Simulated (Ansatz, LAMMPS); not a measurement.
# Relaxing glassy 50SiO2-21ZnO-29CaO (mol %) (140 atoms)

How does glassy 50SiO2-21ZnO-29CaO (mol %) (140 atoms) relax, and what do bonds, charges and levels look like afterwards?

Program: Ansatz 0.2.0. Level of theory: Kohn-Sham DFT, PBEsol, PAW (set soft_2), plane waves. Results are calculated unless marked as measured.

## (1) Set-up

The cell holds 140 atoms: 28 Si, 12 Zn, 16 Ca and 84 O. Its edges and angles: a = 12.516 Å, b = 12.516 Å, c = 12.516 Å, α = 90.0°, β = 90.0°, γ = 90.0°. 140 atoms (28 Si, 12 Zn, 16 Ca, 84 O) placed at random at 2.99 g/cm³, melted at 4000 K for 10 ps at fixed volume with the Morse and Coulomb pair potential with partial charges (Pedone, Malavasi, Menziani, Cormack and Segre, J. Phys. Chem. B 110, 11780 (2006)). Quenched from 4000 K to 300 K at 25 K/ps and fixed volume, held 10 ps at zero pressure, then minimised at fixed cell.

What the set-up can't give: The quench rate of 25 K/ps far exceeds what a furnace or splat quench reaches, so expect more defects and frozen-in strain than in a real sample. The starting topology of bonds comes from the classical model. The Brillouin zone is sampled at Γ only, in a cell whose shortest periodic width is 13 Å.

## (2) Making the structure

A classical potential supplies the starting structure, since it reaches far longer times than DFT.

This step: classical MD, Morse and Coulomb pair potential with partial charges (Pedone, Malavasi, Menziani, Cormack and Segre, J. Phys. Chem. B 110, 11780 (2006)) (LAMMPS 22 Jul 2025 - Update 4).

in.lmp reads:

```
# melt-quench of Si28Zn12Ca16O84
units metal
atom_style charge
boundary p p p
region box block 0 12.5492 0 12.5492 0 12.5492
create_box 4 box
mass 1 28.0850   # Si
mass 2 65.3800   # Zn
mass 3 40.0780   # Ca
mass 4 15.9990   # O
create_atoms 1 random 28 261959 NULL overlap 1.5 maxtry 2000
create_atoms 2 random 12 261966 NULL overlap 1.5 maxtry 2000
create_atoms 3 random 16 261973 NULL overlap 1.5 maxtry 2000
create_atoms 4 random 84 261980 NULL overlap 1.5 maxtry 2000
pair_style hybrid/overlay pedone 5.5 coul/long 8.0
pair_coeff * * coul/long
pair_coeff 1 4 pedone 0.340554 2.006700 2.100000 1   # Si-O
pair_coeff 2 4 pedone 0.001221 3.150679 2.851850 1   # Zn-O
pair_coeff 3 4 pedone 0.030211 2.241334 2.923245 5   # Ca-O
pair_coeff 4 4 pedone 0.042395 1.379316 3.618701 22   # O-O
set type 1 charge 2.4
set type 2 charge 1.2
set type 3 charge 1.2
set type 4 charge -1.2
kspace_style pppm 1.0e-4
neigh_modify delay 0 every 1 check yes
thermo_style custom step time temp pe press density
thermo_modify norm yes
timestep 0.002
thermo 100
min_style cg
minimize 1e-4 1e-4 200 2000
reset_timestep 0
velocity all create 4000 261960 mom yes dist gaussian
# [... 14 lines left out ...]
thermo 1666
fix md all npt temp 300 300 0.2 iso 0 0 2
run 5000 post no
unfix md
thermo 100
min_style cg
minimize 0 1e-3 2000 20000
write_dump all custom glass.dump id type xs ys zs modify sort id
```

On the command line:

```bash
$ lmp -in in.lmp -log none -nocite
```

Numbers of over 12 decimals in the logs are rounded to 6 here.

What it wrote:

```text
LAMMPS (22 Jul 2025 - Update 4)
Created orthogonal box = (0 0 0) to (12.5492 12.5492 12.5492)
Created 28 atoms
Created 12 atoms
Created 16 atoms
Created 84 atoms
PPPM initialization ...
  G vector (1/distance) = 0.38984147
  grid = 15 15 15
  estimated relative force accuracy = 3.6529283e-05
   Step          Time           Temp          PotEng         Press         Density
         0   0              0             -1.8127195      648951.65      2.9879642
       100   0.2            0             -13.530152     -10268.34       2.9879642
       103   0.206          0             -13.533947     -9736.639       2.9879642
[... 40 lines left out ...]
     84966   169.932        263.92037     -13.663831     -8372.3595      2.9957384
     85000   170            285.44779     -13.667104     -6072.36        3.0116269
Loop time of 5.06297 s on 1 MPI rank(s) for 5000 steps with 140 atoms
   Step          Time           Temp          PotEng         Press         Density
     85000   170            285.44779     -13.667104     -6072.4268      3.0116269
     85019   170.038        285.44779     -13.704387     -6348.1887      3.0116269
Loop time of 0.0613927 s on 1 MPI rank(s) for 19 steps with 140 atoms
Minimization stats:
  Stopping criterion = linesearch alpha is zero
  Energy initial, next-to-last, final =
     -13.6671036596482  -13.7043872521684  -13.7043872521684
  Force two-norm initial, final = 15.193133 0.50703579
  Iterations, force evaluations = 19 71
```

Wall time 64 s (1 thread of Arm Neoverse V1, shared host); peak memory 0.069 GiB.

## (3) Single point at the start

The forces at the start show how far the geometry lies from a minimum of this functional.

input.yaml reads:

```yaml
crystal:
  lattice:
    - [12.51625, 0.0, 0.0]
    - [0.0, 12.51625, 0.0]
    - [0.0, 0.0, 12.51625]
  atoms:
    - { symbol: Si, position: [0.54036, 0.27273, 0.44737] }
    - { symbol: Si, position: [0.48401, 0.5898, 0.10808] }
    - { symbol: Si, position: [0.13048, 0.70167, 0.22397] }
    - { symbol: Si, position: [0.92487, 0.43636, 0.94923] }
    - { symbol: Si, position: [0.1187, 0.15972, 0.16228] }
    - { symbol: Si, position: [0.2045, 0.17221, 0.40084] }
    - { symbol: Si, position: [0.99843, 0.01109, 0.74878] }
    - { symbol: Si, position: [0.98246, 0.21966, 0.50892] }
    - { symbol: Si, position: [0.49009, 0.91902, 0.39836] }
    - { symbol: Si, position: [0.7481, 0.13171, 0.47242] }
    - { symbol: Si, position: [0.46882, 0.49753, 0.50003] }
    - { symbol: Si, position: [0.37278, 0.55621, 0.72648] }
    - { symbol: Si, position: [0.6765, 0.22607, 0.10092] }
    - { symbol: Si, position: [0.75458, 0.42526, 0.75999] }
    - { symbol: Si, position: [0.9451, 0.66687, 0.04958] }
    - { symbol: Si, position: [0.46237, 0.90725, 0.00577] }
    - { symbol: Si, position: [0.01737, 0.4496, 0.39946] }
    - { symbol: Si, position: [0.80597, 0.94328, 0.31959] }
    - { symbol: Si, position: [0.27249, 0.8217, 0.48702] }
    - { symbol: Si, position: [0.61205, 0.69436, 0.43213] }
    - { symbol: Si, position: [0.24516, 0.40355, 0.47756] }
    - { symbol: Si, position: [0.05298, 0.80016, 0.88383] }
    - { symbol: Si, position: [0.88578, 0.10695, 0.15795] }
    - { symbol: Si, position: [0.12197, 0.62996, 0.70613] }
    - { symbol: Si, position: [0.74352, 0.74392, 0.64557] }
    - { symbol: Si, position: [0.55513, 0.06011, 0.82512] }
    - { symbol: Si, position: [0.22999, 0.12386, 0.79778] }
    - { symbol: Si, position: [0.35975, 0.44687, 0.9491] }
    - { symbol: Zn, position: [0.82996, 0.17508, 0.6958] }
    - { symbol: Zn, position: [0.49615, 0.35242, 0.20638] }
    - { symbol: Zn, position: [0.13336, 0.63992, 0.4612] }
    - { symbol: Zn, position: [0.9145, 0.56586, 0.61148] }
    [... 102 atom lines left out ...]
    - { symbol: O, position: [0.23704, 0.44751, 0.97856] }
    - { symbol: O, position: [0.78796, 0.47494, 0.64798] }
    - { symbol: O, position: [0.2979, 0.8586, 0.60645] }
    - { symbol: O, position: [0.16766, 0.25793, 0.09852] }
    - { symbol: O, position: [0.70762, 0.23104, 0.97615] }
    - { symbol: O, position: [0.7186, 0.91244, 0.23479] }
kpoints:
  mp_grid: { grid: [1, 1, 1] }
hamiltonian:
  xc: pbesol
scf:
  occupations: { method: fixed }
output:
  forces: true
  stress: true
  populations: true
  dos:
    method: { smearing: { sigma: 0.15 } }
    de: 0.1
    projected: { site_lists: { Ca: [Ca], O: [O], Si: [Si], Zn: [Zn] } }
  eigenvalues: true
```

On the command line:

```bash
$ ansatz run input.yaml --threads 4 --pin off --max-ram 8192MiB --backend cpu --events-out ev --progress --plain --runs-dir out
```

What it wrote:

```text
Engine: ansatz 0.2.0, aarch64-unknown-linux-gnu
Pseudopotentials: kind: paw
Pseudopotential: Si, paw, valence charge 4, recommended cutoff 420 eV (normal), Si.paw.azcp
Pseudopotential: Zn, paw, valence charge 12, recommended cutoff 420 eV (normal), Zn.paw.azcp
Pseudopotential: Ca, paw, valence charge 10, recommended cutoff 420 eV (normal), Ca.paw.azcp
Pseudopotential: O, paw, valence charge 6, recommended cutoff 420 eV (normal), O.paw.azcp
Functional definition: PBEsol
  exchange = pbesol_x
  correlation = pbesol_c
Crystal: 140 atoms, lattice volume = 1960.752 Å³
Basis set: ecut = 420 eV, 38401 PW (Γ), exchange–correlation on 180×180×180 points (8 copies of the dense FFT grid, shifted against one another)
Bands: 600, of which v1, the nominal top of the filled ones, is band 460 counted from 1 (459 counted from 0)
Symmetry: 1 space group operations
Space group: P1 (ITA 1), of the structure as read, at distance tolerance 1.3e-4 Å
k-points: 1
Non-local potential: Si, projectors of the file, l = 0: 2, l = 1: 2, l = 2: 2
Non-local potential: Zn, projectors of the file, l = 0: 2, l = 1: 2, l = 2: 3, l = 3: 1
Non-local potential: Ca, projectors of the file, l = 0: 3, l = 1: 2, l = 2: 2
Non-local potential: O, projectors of the file, l = 0: 2, l = 1: 2, l = 2: 1
PAW form: soft (Blöchl's): semilocal exchange-correlation on the pseudo side does not see the compensation charge
PAW frozen core: Si, regenerated for the run's functional, and the local potential with it (the file was generated under x = pbe(κ = 0.804, μ = 0.219515), c = pbe(β = 0.066725))
PAW frozen core: Zn, regenerated for the run's functional, and the local potential with it (the file was generated under x = pbe(κ = 0.804, μ = 0.219515), c = pbe(β = 0.066725))
PAW frozen core: Ca, regenerated for the run's functional, and the local potential with it (the file was generated under x = pbe(κ = 0.804, μ = 0.219515), c = pbe(β = 0.066725))
PAW frozen core: O, regenerated for the run's functional, and the local potential with it (the file was generated under x = pbe(κ = 0.804, μ = 0.219515), c = pbe(β = 0.066725))
PAW one-centre angular grid: Si, 110 points (default); XC on 64 Gauss nodes
PAW one-centre angular grid: Zn, 590 points (default); XC on 64 Gauss nodes
PAW one-centre angular grid: Ca, 110 points (default); XC on 64 Gauss nodes
PAW one-centre angular grid: O, 110 points (default); XC on 64 Gauss nodes
Initial density: superposition of atomic densities (neutral atoms: chi_scale 0, normalization atom), corrected by the library's trained network
Initial wavefunctions: pseudopotential atomic-orbital guess
Functional: x = pbesol(κ = 0.804, μ = 0.123457), c = pbesol(β = 0.046)
SCF iter   1: F=—  HF=-132734.751342 eV  |F-HF|=—  |Δ(HF+E_count)|=         —  Δρ=1.21e-2  dr2=2.32e0  ethr=1.77e-3  ⟨swp⟩=6.0  Hψ=2282  notcnv=0  defer=138
preconditioner: auto → Resta (q_TF=auto, 2.405 Å⁻¹)  ε∞=3.8  [insulator: Δε(μ)=2.750 eV  Ē_g=14.942 eV  n_scr=460 (ndim 8)  ℏωp=25.0 eV  f_vac=0.140  ε∞_Penn≈3.8]
SCF iter   2: F=—  HF=-132734.142215 eV  |F-HF|=—  |Δ(HF+E_count)|=   6.09e-1  Δρ=2.30e-3  dr2=7.34e-2  ethr=2.53e-4  ⟨swp⟩=2.0  Hψ=1011  notcnv=0  defer=138
SCF iter   3: F=—  HF=-132734.134896 eV  |F-HF|=—  |Δ(HF+E_count)|=   7.32e-3  Δρ=9.39e-4  dr2=2.31e-2  ethr=7.97e-6  ⟨swp⟩=2.0  Hψ=831  notcnv=0  defer=138
SCF iter   4: F=—  HF=-132734.136292 eV  |F-HF|=—  |Δ(HF+E_count)|=   1.40e-3  Δρ=6.94e-4  dr2=9.46e-3  ethr=2.51e-6  ⟨swp⟩=2.0  Hψ=789  notcnv=0  defer=138
SCF iter   5: F=—  HF=-132734.135272 eV  |F-HF|=—  |Δ(HF+E_count)|=   1.02e-3  Δρ=1.65e-4  dr2=7.83e-4  ethr=1.03e-6  ⟨swp⟩=2.0  Hψ=790  notcnv=0  defer=138
SCF iter   6: F=—  HF=-132734.135544 eV  |F-HF|=—  |Δ(HF+E_count)|=   2.72e-4  Δρ=1.15e-4  dr2=2.72e-4  ethr=8.51e-8  ⟨swp⟩=2.0  Hψ=858  notcnv=0  defer=138
SCF iter   7: F=—  HF=-132734.135591 eV  |F-HF|=—  |Δ(HF+E_count)|=   4.68e-5  Δρ=2.91e-5  dr2=2.19e-5  ethr=2.96e-8  ⟨swp⟩=2.0  Hψ=788  notcnv=0  defer=134
SCF iter   8: F=—  HF=-132734.140828 eV  |F-HF|=—  |Δ(HF+E_count)|=   5.24e-3  Δρ=2.21e-5  dr2=8.67e-6  ethr=2.38e-9  ⟨swp⟩=2.0  Hψ=1147  notcnv=0  defer=134
SCF iter   9: F=—  HF=-132734.140831 eV  |F-HF|=—  |Δ(HF+E_count)|=   3.07e-6  Δρ=5.55e-6  dr2=7.90e-7  ethr=9.42e-10  ⟨swp⟩=2.0  Hψ=829  notcnv=0  defer=134
SCF iter  10: F=—  HF=-132734.140832 eV  |F-HF|=—  |Δ(HF+E_count)|=   1.27e-6  Δρ=3.14e-6  dr2=2.06e-7  ethr=8.59e-11  ⟨swp⟩=2.0  Hψ=896  notcnv=0  defer=134
SCF iter  11: F=—  HF=-132734.140833 eV  |F-HF|=—  |Δ(HF+E_count)|=   2.39e-7  Δρ=2.62e-6  dr2=1.02e-7  ethr=1.09e-11  ⟨swp⟩=17.0  Hψ=4316  notcnv=0
SCF iter  12: F=-132734.140833 eV  HF=-132734.140833 eV  |F-HF|=1.00e-8  |Δ(HF+E_count)|=   2.79e-9  Δρ=5.34e-7  dr2=7.14e-9  ethr=1.09e-11  ⟨swp⟩=5.0  Hψ=1764  notcnv=0
SCF 1 converged in 12 iterations: F = -132734.140833 eV  dr2 = 7.14e-9
  greatest PAW one-centre occupation: 0.996 electrons in one spin orbital (limit 2), on the Ca atom at site 54 (counted from 0), in its partial waves of l = 0
SCF converged after 12 iterations
Free energy (F): -132734.140833 eV
Harris-Foulkes:  -132734.140833 eV  (|F-HF|=1.00e-8)
Internal energy: -132734.140833 eV  (E = F + TS)
E sigma→0 (E₀):  -132734.140833 eV
Fermi energy:    4.615405 eV
--- Per-component energies (eV) ---
  E_band       = -4354.654850
  E_kinetic    = 22173.715324
  E_local      = -79677.098506  (includes V_loc(G=0)·N_el)
  E_nonlocal   = 13248.717962
  E_hartree    = 30756.973636
  E_xc         = -11499.871424
  E_vxc        = -12581.815509  (∫ρ·V_xc dr)
  E_paw        = -61770.535262  (= ΣΔE_a)
  E_vpaw       = -9032.332896  (= ΣTr[D̂ρ^β])
  E_aug_tail   = 0.208207  (compensation charges beyond the density's cutoff)
  E_ewald      = -45981.567621
  E_core_change = 15.316851  (= ΣΔE_core)
  E_smearing   = -0.000000  (= −TS)
  E_closure    = 0.000000  (closes the sum)
  Σ components = -132734.140833   (vs F -132734.140833, Δ=0.00e0)
--- Forces (eV/Å), atoms counted from 1 ---
  atom   1  Si    -0.02377154     0.51261293     0.33775696
  atom   2  Si    -0.56057894    -0.80680642    -0.04237280
  atom   3  Si     0.38416878    -1.03556950    -0.15058068
  atom   4  Si    -0.63674470     0.30927968     0.78131509
  atom   5  Si    -0.68262662     0.23599224    -0.02586901
  atom   6  Si    -1.31429140     1.56425569     0.97173566
  atom   7  Si     1.83144109    -0.51078444    -0.29950496
  atom   8  Si     0.01378461     0.80163012    -0.33147008
  atom   9  Si    -0.39603793    -1.65586261     0.98241645
  atom  10  Si     0.86259423     0.15311380    -0.05916774
  atom  11  Si    -0.58721173    -0.73042184     0.43657438
  atom  12  Si    -1.38131094     0.28618796    -0.10077967
  atom  13  Si     0.57982914    -1.67253184     0.04505074
  atom  14  Si     0.62376766    -0.57968238     0.47464342
[...]
atom 139  O      0.61578936     0.22525058    -1.71533118
  atom 140  O     -1.85569773    -1.24123352    -1.61440039
  max |Σ_I F_I| component: 7.87e-5 eV/Å
--- Stress (GPa, compression-positive) ---
        0.149277       0.944852       0.199215
        0.944852       1.704619       0.374020
        0.199215       0.374019       1.361185
  P = ⅓ Tr σ = 1.0717 GPa (10.717 kbar)
--- Band table (eV) ---
  k-point 0: bands = ["-35.4328", "-34.8978", "-34.8842", "-34.7474", [... 584 levels ...], "12.8816", "12.8932", "12.9382", "12.9873", "13.0138", "13.0892", "13.1069", "13.1199", "13.1369", "13.1695", "13.2048", "13.2354"]
--- Löwdin populations: 140 sites ---
  site symbol       q [e]
     0     Si      2.3358
     1     Si      2.4496
     2     Si      2.4120
[...]
139      O      7.0311
  spilling = 0.013251 (of n_electrons = 920.000000)
```

Run time: 77 s. Hardware: 4 threads of Arm Neoverse V1, shared host; peak memory 3.2 GiB; 5 min of CPU time.

The run gave:

```
free energy                                      : -132734.1408 eV
free energy per atom                             : -948.1010 eV/atom
SCF cycles                                       : 12
pressure                                         : 1.072 GPa
r.m.s. force component                           : 0.893 eV/Å
longest force                                    : 2.848 eV/Å
Fermi energy                                     : 4.615 eV
gap (highest filled to lowest empty level) : 2.796 eV
spilling of the projection                       : 0.01325
```

The r.m.s. force component of 0.89 eV/Å and the pressure of 1.1 GPa set the starting point.

Neighbours are counted within 2.08 Å (O-Si), 3.08 Å (O-Ca), 2.43 Å (O-Zn).

Length of the force by element and coordination:

```csv
element,coordination,atoms,mean length of the force (eV/Å),spread,least,most
Ca,all,16,0.704,0.241,0.303,1.21
Ca,4,2,0.522,0.0843,0.438,0.607
Ca,5,5,0.832,0.220,0.553,1.21
Ca,6,5,0.811,0.192,0.491,1.04
Ca,7,4,0.502,0.176,0.303,0.758
O,all,84,1.69,0.635,0.245,2.85
O,2,16,1.10,0.722,0.245,2.62
O,3,55,1.84,0.550,0.246,2.85
O,4,12,1.76,0.406,0.852,2.44
O,5,1,1.95,0,1.95,1.95
Si,all,28,1.18,0.452,0.472,2.26
Zn,all,12,0.767,0.350,0.365,1.64
Zn,3,1,0.995,0,0.995,0.995
Zn,4,11,0.746,0.358,0.365,1.64
```

(Part 1 of 3 ends here.)

[Logs are printed without paths, hosts, clocks, repeated set-up lines and the standing remarks that a program may print on its own settings, such as how far it seeks lower states.]

[Hosts, paths, dates, database ids (printed as entryN), source tags and the programs' standing remarks are cut or masked in the printed files.]
